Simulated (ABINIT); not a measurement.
# TiO2 (Rutile): a self-consistent loop beyond G0W0, cycle by cycle, part 2 of 3

How far does self-consistency move the gap of TiO2 (Rutile)?

ABINIT 10.8.3; LDA and many-body steps on it, plane waves. Known limits of the many-body steps: not at the basis limit; coarse k mesh.

So far. Step 4 (G0W0): The gap on the mesh goes from 1.84 eV to 3.29 eV, a correction of +1.46 eV. Step 5 (evGW0, cycle 1): Against G0W0 in ABINIT (2×2×4 mesh, 109 bands, screening to 106.1 eV, Godby-Needs plasmon pole), the gap moves by +0.397 eV. This first cycle still uses the starting levels; it takes the full correction, at all points of the mesh, and its linearised value is 3.292 eV.

**6. evGW0, cycle 2**

Level of this step: evGW0 on LDA, plane waves, norm-conserving pseudopotentials (ABINIT).

The corrected levels of the last cycle go back in.

run.abi

```
acell 3*1.0 Angstrom
rprim 
  4.592200000000 0.000000000000 0.000000000000
  0.000000000000 4.592200000000 0.000000000000
  0.000000000000 0.000000000000 2.957400000000
ntypat 2
znucl 22 8
natom 6
typat 1 1 2 2 2 2
xred 
  0.000000000000 0.000000000000 0.000000000000
  0.500000000000 0.500000000000 0.500000000000
  0.304960000000 0.304960000000 0.000000000000
  0.195040000000 0.804960000000 0.500000000000
  0.695040000000 0.695040000000 0.000000000000
  0.804960000000 0.195040000000 0.500000000000
pp_dirpath "pseudos"
pseudos "Ti.upf, O.upf"
ecut 38
ngkpt 2 2 4
nshiftk 1
shiftk 0 0 0
kptopt 1
chksymbreak 0
istwfk *1
occopt 1
irdwfk 1
optdriver 4
nband 109
gwcalctyp 10
ecutsigx 38
symsigma 1
nkptgw 9
kptgw 
  0.0000000000 0.0000000000 0.0000000000
  0.5000000000 0.0000000000 0.0000000000
  0.5000000000 0.5000000000 0.0000000000
  0.0000000000 0.0000000000 0.2500000000
  0.5000000000 0.0000000000 0.2500000000
  0.5000000000 0.5000000000 0.2500000000
  0.0000000000 0.0000000000 0.5000000000
  0.5000000000 0.0000000000 0.5000000000
  0.5000000000 0.5000000000 0.5000000000
bdgw 
  13 30
  13 30
  13 30
  13 30
  13 30
  13 30
  13 30
  13 30
  13 30
ecuteps 3.9
irdscr 1
ppmodel 1
irdqps 1
indata_prefix "in"
outdata_prefix "out"
tmpdata_prefix "tmp"
```

Launch:

```
$ OMP_NUM_THREADS=1 mpirun -n 4 abinit run.abi > log
```

The log of the run:

```text
.Version 10.8.3 of ABINIT. v10.8.2 released Aug 2026.

 Symmetries : space group P4_2/m n m (#136); Bravais tP (primitive tetrag.)
[... echo of the input left out ...]
== DATASET  1 ==================================================================
-   mpi_nproc: 4, omp_nthreads: 1 (-1 if OMP is not activated)

--- !DatasetInfo
iteration_state: {dtset: 1, }
dimensions: {natom: 6, nkpt: 9, mband: 109, nsppol: 1, nspinor: 1, nspden: 1, mpw: 4748, }
cutoff_energies: {ecut:  38.0, pawecutdg:  -1.0, }
[...]
.  kptgw no:  3; Maximum DeltaE = (   0.061  -0.000) for band index: 17
[...]
.  kptgw no:  8; Maximum DeltaE = (   0.047   0.000) for band index: 17
.  kptgw no:  9; Maximum DeltaE = (  -0.003   0.000) for band index: 17

== END DATASET(S) ==============================================================
================================================================================

 -outvars: echo values of variables after computation  --------
           etotal      0.0000000000E+00
            nband         109
             nkpt           9
          spgroup         136
 [... the other variables as echoed above ...]

 Calculation completed.
```

The job ended after 87 s (4 MPI ranks of Arm Neoverse V1, shared host; peak memory 1.5 GiB; 5.8 min of CPU time).

Numbers from this step:

```
quasiparticle gap on the mesh                         : 3.582 eV
gap of the density functional on the mesh             : 1.836 eV
k of the valence top                                  : 0, 0, 0
k of the conduction bottom                            : 0.5, 0, 0.5
least direct quasiparticle gap on the computed points : 3.636 eV
```

Against the cycle before, the gap moves by −0.107 eV.

**7. evGW0, cycle 3**

run.abi is that of step 6.

The log of the run:

```text
.Version 10.8.3 of ABINIT. v10.8.2 released Aug 2026.

 Symmetries : space group P4_2/m n m (#136); Bravais tP (primitive tetrag.)
[... echo of the input left out ...]
== DATASET  1 ==================================================================
-   mpi_nproc: 4, omp_nthreads: 1 (-1 if OMP is not activated)

--- !DatasetInfo
iteration_state: {dtset: 1, }
dimensions: {natom: 6, nkpt: 9, mband: 109, nsppol: 1, nspinor: 1, nspden: 1, mpw: 4748, }
cutoff_energies: {ecut:  38.0, pawecutdg:  -1.0, }
[...]
.  kptgw no:  3; Maximum DeltaE = (  -0.011  -0.000) for band index: 17
[...]
.  kptgw no:  8; Maximum DeltaE = (  -0.007   0.000) for band index: 17
.  kptgw no:  9; Maximum DeltaE = (  -0.004  -0.000) for band index:  1

== END DATASET(S) ==============================================================
================================================================================

 -outvars: echo values of variables after computation  --------
           etotal      0.0000000000E+00
            nband         109
             nkpt           9
          spgroup         136
 [... the other variables as echoed above ...]

 Calculation completed.
```

Elapsed: 87 s, on 4 MPI ranks; peak memory 1.5 GiB; 5.8 min of CPU time.

This step gave:

```yaml
quasiparticle_gap_on_the_mesh: 3.581 eV
gap_of_the_density_functional_on_the_mesh: 1.836 eV
k_of_the_valence_top: 0, 0, 0
k_of_the_conduction_bottom: 0.5, 0, 0.5
least_direct_quasiparticle_gap_on_the_computed_points: 3.645 eV
```

Against the cycle before, the gap moves by −0.001 eV.

**8. Screening, 2×2×4 mesh, 109 bands, screening to 106.1 eV**

This step: RPA screening on LDA, plane waves, norm-conserving pseudopotentials.

run.abi

```
acell 3*1.0 Angstrom
rprim 
  4.592200000000 0.000000000000 0.000000000000
  0.000000000000 4.592200000000 0.000000000000
  0.000000000000 0.000000000000 2.957400000000
ntypat 2
znucl 22 8
natom 6
typat 1 1 2 2 2 2
xred 
  0.000000000000 0.000000000000 0.000000000000
  0.500000000000 0.500000000000 0.500000000000
  0.304960000000 0.304960000000 0.000000000000
  0.195040000000 0.804960000000 0.500000000000
  0.695040000000 0.695040000000 0.000000000000
  0.804960000000 0.195040000000 0.500000000000
pp_dirpath "pseudos"
pseudos "Ti.upf, O.upf"
ecut 38
ngkpt 2 2 4
nshiftk 1
shiftk 0 0 0
kptopt 1
chksymbreak 0
istwfk *1
occopt 1
irdwfk 1
optdriver 3
nband 109
ecuteps 3.9
inclvkb 2
awtr 1
symchi 1
gwcalctyp 10
mbpt_sciss 1.911 eV
nqptdm 1
qptdm 
  0 0 0
indata_prefix "in"
outdata_prefix "out"
tmpdata_prefix "tmp"
```

The log of the run:

```text
.Version 10.8.3 of ABINIT. v10.8.2 released Aug 2026.

 Symmetries : space group P4_2/m n m (#136); Bravais tP (primitive tetrag.)
[... echo of the input left out ...]
== DATASET  1 ==================================================================
-   mpi_nproc: 4, omp_nthreads: 1 (-1 if OMP is not activated)

--- !DatasetInfo
iteration_state: {dtset: 1, }
dimensions: {natom: 6, nkpt: 9, mband: 109, nsppol: 1, nspinor: 1, nspden: 1, mpw: 4748, }
cutoff_energies: {ecut:  38.0, pawecutdg:  -1.0, }
electrons: {nelect:   4.80000000E+01, charge:   0.00000000E+00, occopt:   1.00000000E+00, tsmear:   1.00000000E-02, }

 SCREENING: Calculation of the susceptibility and dielectric matrices

 Based on a program developped by R.W. Godby, V. Olevano, G. Onida, and L. Reining.
 Incorporated in ABINIT by V. Olevano, G.-M. Rignanese, and M. Torrent.
.Using double precision arithmetic ; gwpc =  8

[... cell and pseudopotentials left out ...]
--------------------------------------------------------------------------------

 ==== K-mesh for the wavefunctions ====
 Number of points in the irreducible wedge :     9
[... list of points left out ...]
 Together with 16 symmetry operations and time-reversal symmetry
 yields    16 points in the full Brillouin Zone.

 ==== Q-mesh for the screening function ====
 Number of points in the irreducible wedge :     9
[... list of points left out ...]
 Together with 16 symmetry operations and time-reversal symmetry
 yields    16 points in the full Brillouin Zone.

 setmesh: FFT mesh size selected  =    32x   32x   24
          total number of points  =        24576

 vcoul_init : cutoff-mode = AUXILIARY_FUNCTION
 q-points for optical limit:   1
     1)      0.000010    0.000020    0.000030

 Dielectric matrix will be calculated only for some
 selected q points provided by the user through the input variables
 nqptdm and qptdm

- screening: taking advantage of time-reversal symmetry
- Maximum band index for partially occupied states nbvw = 24
- Remaining bands to be divided among processors   nbcw = 85
- Number of bands treated by each node ~21

 rdqps: reading QP wavefunctions of the previous step
        looking for file in_QPS
 file not found, 1st iteration initialized with KS eigenelements

 screening : performing a first self-consistency
 update of the energies in W by a scissor operator
 applying a scissor operator of [eV] :   1.911

 Number of electrons calculated from density =   48.0000; Expected =   48.0000
 average of density, n =  0.114049
 r_s =    1.2792
 omega_plasma =   32.5763 [eV]

 calculating chi0 at frequencies [eV] :
  1    0.000000E+00    0.000000E+00
  2    0.000000E+00    3.257632E+01

--------------------------------------------------------------------------------
  q-point number  1        q = ( 0.000000, 0.000000, 0.000000) [r.l.u.]
--------------------------------------------------------------------------------
[... chi0 elements left out ...]
 For q-point:  0.000010 0.000020 0.000030
  dielectric constant =   6.9456
  dielectric constant without local fields =   7.2012

  Average fulfillment of the sum rule on Im[epsilon] for q-point    1 :     59.42  [%]
[... wings left out ...]
== END DATASET(S) ==============================================================
================================================================================

 -outvars: echo values of variables after computation  --------
           etotal      0.0000000000E+00
            nband         109
             nkpt           9
          spgroup         136
 [... the other variables as echoed above ...]

 Calculation completed.
```

The job ended after 21 s (4 MPI ranks; peak memory 1.1 GiB; 85 s of CPU time).

This step gave:

```
ε∞ with local fields, on this mesh, along the program's q direction : 6.946
the same without local fields                                       : 7.201
plasma frequency                                                    : 32.58 eV
plane waves in the screening matrix                                 : 161
```

This screening uses the functional's bands under a rigid shift, the mean opening of the cycle before.

**9. Screening, 2×2×4 mesh, 109 bands, screening to 106.1 eV**

This step: RPA screening on LDA from quasiparticle energies, plane waves, norm-conserving pseudopotentials.

run.abi: that of step 8 with these lines changed.

```diff
@@ -33,7 +33,14 @@
 symchi 1
+irdqps 1
 gwcalctyp 10
-mbpt_sciss 1.911 eV
-nqptdm 1
+nqptdm 8
 qptdm 
-  0 0 0
+  0.5000000000 0.0000000000 0.0000000000
+  0.5000000000 0.5000000000 0.0000000000
+  0.0000000000 0.0000000000 0.2500000000
+  0.5000000000 0.0000000000 0.2500000000
+  0.5000000000 0.5000000000 0.2500000000
+  0.0000000000 0.0000000000 0.5000000000
+  0.5000000000 0.0000000000 0.5000000000
+  0.5000000000 0.5000000000 0.5000000000
 indata_prefix "in"
```

mrgscr.stdin

```
2
merged
q0_SCR
out_SCR
1
```

Launch:

```
$ OMP_NUM_THREADS=1 mpirun -n 4 abinit run.abi > log; mrgscr < mrgscr.stdin
```

The log of the run:

```text
.Version 10.8.3 of ABINIT. v10.8.2 released Aug 2026.

 Symmetries : space group P4_2/m n m (#136); Bravais tP (primitive tetrag.)
[... echo of the input left out ...]
== DATASET  1 ==================================================================
-   mpi_nproc: 4, omp_nthreads: 1 (-1 if OMP is not activated)

--- !DatasetInfo
iteration_state: {dtset: 1, }
dimensions: {natom: 6, nkpt: 9, mband: 109, nsppol: 1, nspinor: 1, nspden: 1, mpw: 4748, }
cutoff_energies: {ecut:  38.0, pawecutdg:  -1.0, }
[...]
q-point number  1        q = ( 0.500000, 0.000000, 0.000000) [r.l.u.]
--------------------------------------------------------------------------------
[... chi0 elements left out ...]
  Average fulfillment of the sum rule on Im[epsilon] for q-point    2 :     65.40  [%]

--------------------------------------------------------------------------------
  q-point number  2        q = ( 0.500000, 0.500000, 0.000000) [r.l.u.]
--------------------------------------------------------------------------------
[... chi0 elements left out ...]
  Average fulfillment of the sum rule on Im[epsilon] for q-point    3 :     63.02  [%]

 [... 6 further q-points ...]
```

Elapsed: 26 s, on 4 MPI ranks; peak memory 0.98 GiB; 1.7 min of CPU time.

Numbers from this step:

- plasma frequency: 32.58 eV
- plane waves in the screening matrix: 161

This screening reads the quasiparticle levels of the cycle before.

**10. evGW, cycle 1**

This step: evGW on LDA, plane waves, norm-conserving pseudopotentials.

run.abi: that of step 9 with these lines changed.

```diff
@@ -27,12 +27,10 @@
 irdwfk 1
-optdriver 3
+optdriver 4
 nband 109
-ecuteps 3.9
-inclvkb 2
-awtr 1
-symchi 1
-irdqps 1
 gwcalctyp 10
-nqptdm 8
-qptdm 
+ecutsigx 38
+symsigma 1
+nkptgw 9
+kptgw 
+  0.0000000000 0.0000000000 0.0000000000
   0.5000000000 0.0000000000 0.0000000000
@@ -45,2 +43,16 @@
   0.5000000000 0.5000000000 0.5000000000
+bdgw 
+  13 30
+  13 30
+  13 30
+  13 30
+  13 30
+  13 30
+  13 30
+  13 30
+  13 30
+ecuteps 3.9
+irdscr 1
+ppmodel 1
+irdqps 1
 indata_prefix "in"
```

Launch:

```
$ OMP_NUM_THREADS=1 mpirun -n 4 abinit run.abi > log
```

The log of the run:

```text
.Version 10.8.3 of ABINIT. v10.8.2 released Aug 2026.

 Symmetries : space group P4_2/m n m (#136); Bravais tP (primitive tetrag.)
[... echo of the input left out ...]
== DATASET  1 ==================================================================
-   mpi_nproc: 4, omp_nthreads: 1 (-1 if OMP is not activated)

--- !DatasetInfo
iteration_state: {dtset: 1, }
dimensions: {natom: 6, nkpt: 9, mband: 109, nsppol: 1, nspinor: 1, nspden: 1, mpw: 4748, }
cutoff_energies: {ecut:  38.0, pawecutdg:  -1.0, }
[...]
.  kptgw no:  3; Maximum DeltaE = (  -0.171   0.000) for band index:  5
[...]
.  kptgw no:  8; Maximum DeltaE = (  -0.166   0.000) for band index: 15
.  kptgw no:  9; Maximum DeltaE = (  -0.162  -0.000) for band index: 17

== END DATASET(S) ==============================================================
================================================================================

 -outvars: echo values of variables after computation  --------
           etotal      0.0000000000E+00
            nband         109
             nkpt           9
          spgroup         136
 [... the other variables as echoed above ...]

 Calculation completed.
```

The job ended after 87 s (4 MPI ranks; peak memory 1.5 GiB; 5.8 min of CPU time).

This step gave:

```
quasiparticle gap on the mesh                         : 4.001 eV
gap of the density functional on the mesh             : 1.836 eV
k of the valence top                                  : 0, 0, 0
k of the conduction bottom                            : 0.5, 0, 0.5
least direct quasiparticle gap on the computed points : 4.062 eV
```

Against G0W0 in ABINIT (2×2×4 mesh, 109 bands, screening to 106.1 eV, Godby-Needs plasmon pole), the gap moves by +0.709 eV.

**11. Screening, 2×2×4 mesh, 109 bands, screening to 106.1 eV**

This step: RPA screening on LDA, plane waves, norm-conserving pseudopotentials.

run.abi

```
acell 3*1.0 Angstrom
rprim 
  4.592200000000 0.000000000000 0.000000000000
  0.000000000000 4.592200000000 0.000000000000
  0.000000000000 0.000000000000 2.957400000000
ntypat 2
znucl 22 8
natom 6
typat 1 1 2 2 2 2
xred 
  0.000000000000 0.000000000000 0.000000000000
  0.500000000000 0.500000000000 0.500000000000
  0.304960000000 0.304960000000 0.000000000000
  0.195040000000 0.804960000000 0.500000000000
  0.695040000000 0.695040000000 0.000000000000
  0.804960000000 0.195040000000 0.500000000000
pp_dirpath "pseudos"
pseudos "Ti.upf, O.upf"
ecut 38
ngkpt 2 2 4
nshiftk 1
shiftk 0 0 0
kptopt 1
chksymbreak 0
istwfk *1
occopt 1
irdwfk 1
optdriver 3
nband 109
ecuteps 3.9
inclvkb 2
awtr 1
symchi 1
gwcalctyp 10
mbpt_sciss 2.335 eV
nqptdm 1
qptdm 
  0 0 0
indata_prefix "in"
outdata_prefix "out"
tmpdata_prefix "tmp"
```

The log of the run:

```text
.Version 10.8.3 of ABINIT. v10.8.2 released Aug 2026.

 Symmetries : space group P4_2/m n m (#136); Bravais tP (primitive tetrag.)
[... echo of the input left out ...]
== DATASET  1 ==================================================================
-   mpi_nproc: 4, omp_nthreads: 1 (-1 if OMP is not activated)

--- !DatasetInfo
iteration_state: {dtset: 1, }
dimensions: {natom: 6, nkpt: 9, mband: 109, nsppol: 1, nspinor: 1, nspden: 1, mpw: 4748, }
cutoff_energies: {ecut:  38.0, pawecutdg:  -1.0, }
[...]
[... chi0 elements left out ...]
 For q-point:  0.000010 0.000020 0.000030
  dielectric constant =   6.6086
  dielectric constant without local fields =   6.8465

  Average fulfillment of the sum rule on Im[epsilon] for q-point    1 :     60.24  [%]
[... wings left out ...]
== END DATASET(S) ==============================================================
================================================================================

 -outvars: echo values of variables after computation  --------
           etotal      0.0000000000E+00
            nband         109
             nkpt           9
          spgroup         136
 [... the other variables as echoed above ...]

 Calculation completed.
```

The job ended after 21 s (4 MPI ranks; peak memory 1.1 GiB; 82 s of CPU time).

This step gave:

```yaml
eps_infinity_with_local_fields_on_this_mesh_along_the_program_s_q_direction: 6.609
the_same_without_local_fields: 6.846
plasma_frequency: 32.58 eV
plane_waves_in_the_screening_matrix: 161
```

This screening uses the functional's bands under a rigid shift, the mean opening of the cycle before.

**12. Screening, 2×2×4 mesh, 109 bands, screening to 106.1 eV**

This step: RPA screening on LDA from quasiparticle energies, plane waves, norm-conserving pseudopotentials.

run.abi: that of step 11 with these lines changed.

```diff
@@ -33,7 +33,14 @@
 symchi 1
+irdqps 1
 gwcalctyp 10
-mbpt_sciss 2.335 eV
-nqptdm 1
+nqptdm 8
 qptdm 
-  0 0 0
+  0.5000000000 0.0000000000 0.0000000000
+  0.5000000000 0.5000000000 0.0000000000
+  0.0000000000 0.0000000000 0.2500000000
+  0.5000000000 0.0000000000 0.2500000000
+  0.5000000000 0.5000000000 0.2500000000
+  0.0000000000 0.0000000000 0.5000000000
+  0.5000000000 0.0000000000 0.5000000000
+  0.5000000000 0.5000000000 0.5000000000
 indata_prefix "in"
```

mrgscr.stdin is that of step 9.

Launch:

```
$ OMP_NUM_THREADS=1 mpirun -n 4 abinit run.abi > log; mrgscr < mrgscr.stdin
```

The log of the run:

```text
.Version 10.8.3 of ABINIT. v10.8.2 released Aug 2026.

 Symmetries : space group P4_2/m n m (#136); Bravais tP (primitive tetrag.)
[... echo of the input left out ...]
== DATASET  1 ==================================================================
-   mpi_nproc: 4, omp_nthreads: 1 (-1 if OMP is not activated)

--- !DatasetInfo
iteration_state: {dtset: 1, }
dimensions: {natom: 6, nkpt: 9, mband: 109, nsppol: 1, nspinor: 1, nspden: 1, mpw: 4748, }
cutoff_energies: {ecut:  38.0, pawecutdg:  -1.0, }
[...]
q-point number  1        q = ( 0.500000, 0.000000, 0.000000) [r.l.u.]
--------------------------------------------------------------------------------
[... chi0 elements left out ...]
  Average fulfillment of the sum rule on Im[epsilon] for q-point    2 :     66.09  [%]

--------------------------------------------------------------------------------
  q-point number  2        q = ( 0.500000, 0.500000, 0.000000) [r.l.u.]
--------------------------------------------------------------------------------
[... chi0 elements left out ...]
  Average fulfillment of the sum rule on Im[epsilon] for q-point    3 :     63.57  [%]

 [... 6 further q-points ...]
```

Run time: 26 s. Hardware: 4 MPI ranks; peak memory 0.98 GiB.

Numbers from this step:

- plasma frequency: 32.58 eV
- plane waves in the screening matrix: 161

This screening reads the quasiparticle levels of the cycle before.

**13. evGW, cycle 2**

This step: evGW on LDA, plane waves, norm-conserving pseudopotentials.

run.abi: that of step 12 with these lines changed.

```diff
@@ -27,12 +27,10 @@
 irdwfk 1
-optdriver 3
+optdriver 4
 nband 109
-ecuteps 3.9
-inclvkb 2
-awtr 1
-symchi 1
-irdqps 1
 gwcalctyp 10
-nqptdm 8
-qptdm 
+ecutsigx 38
+symsigma 1
+nkptgw 9
+kptgw 
+  0.0000000000 0.0000000000 0.0000000000
   0.5000000000 0.0000000000 0.0000000000
@@ -45,2 +43,16 @@
   0.5000000000 0.5000000000 0.5000000000
+bdgw 
+  13 30
+  13 30
+  13 30
+  13 30
+  13 30
+  13 30
+  13 30
+  13 30
+  13 30
+ecuteps 3.9
+irdscr 1
+ppmodel 1
+irdqps 1
 indata_prefix "in"
```

Launch:

```
$ OMP_NUM_THREADS=1 mpirun -n 4 abinit run.abi > log
```

The log of the run:

```text
.Version 10.8.3 of ABINIT. v10.8.2 released Aug 2026.

 Symmetries : space group P4_2/m n m (#136); Bravais tP (primitive tetrag.)
[... echo of the input left out ...]
== DATASET  1 ==================================================================
-   mpi_nproc: 4, omp_nthreads: 1 (-1 if OMP is not activated)

--- !DatasetInfo
iteration_state: {dtset: 1, }
dimensions: {natom: 6, nkpt: 9, mband: 109, nsppol: 1, nspinor: 1, nspden: 1, mpw: 4748, }
cutoff_energies: {ecut:  38.0, pawecutdg:  -1.0, }
[...]
.  kptgw no:  3; Maximum DeltaE = (  -0.026  -0.000) for band index:  1
[...]
.  kptgw no:  8; Maximum DeltaE = (  -0.025   0.000) for band index:  1
.  kptgw no:  9; Maximum DeltaE = (  -0.028  -0.000) for band index:  1

== END DATASET(S) ==============================================================
================================================================================

 -outvars: echo values of variables after computation  --------
           etotal      0.0000000000E+00
            nband         109
             nkpt           9
          spgroup         136
 [... the other variables as echoed above ...]

 Calculation completed.
```

Wall time 87 s (4 MPI ranks); peak memory 1.5 GiB; 5.8 min of CPU time.

This step gave:

* quasiparticle gap on the mesh: 4.063 eV
* gap of the density functional on the mesh: 1.836 eV
* k of the valence top: 0, 0, 0
* k of the conduction bottom: 0.5, 0, 0.5
* least direct quasiparticle gap on the computed points: 4.123 eV

Against the cycle before, the gap moves by +0.062 eV.

[end of part 2 of 3]

[Paths, hosts, dates, memory and timing lines, banners, echoed tables and standing remarks are left out of the program output.]

[Logs are printed without paths, hosts, clocks, repeated set-up lines and the standing remarks that a program may print on its own settings, such as how far it seeks lower states.]

[Runs of the session that timed out or met a known fault of the program may be left out.]

[Hosts, paths, dates, database ids (printed as entryN), source tags and the programs' standing remarks are cut or masked in the printed files.]

[G0W0 gaps are taken among the corrected bands and points alone; a level outside them can change the order at an edge.]

[Where Ansatz stands beside ABINIT at settings called matched, ABINIT's density can come from a denser mesh and the files from another edition; pairs whose starting gaps differed by over 0.03 eV were left out, so agreement reads better than it is.]
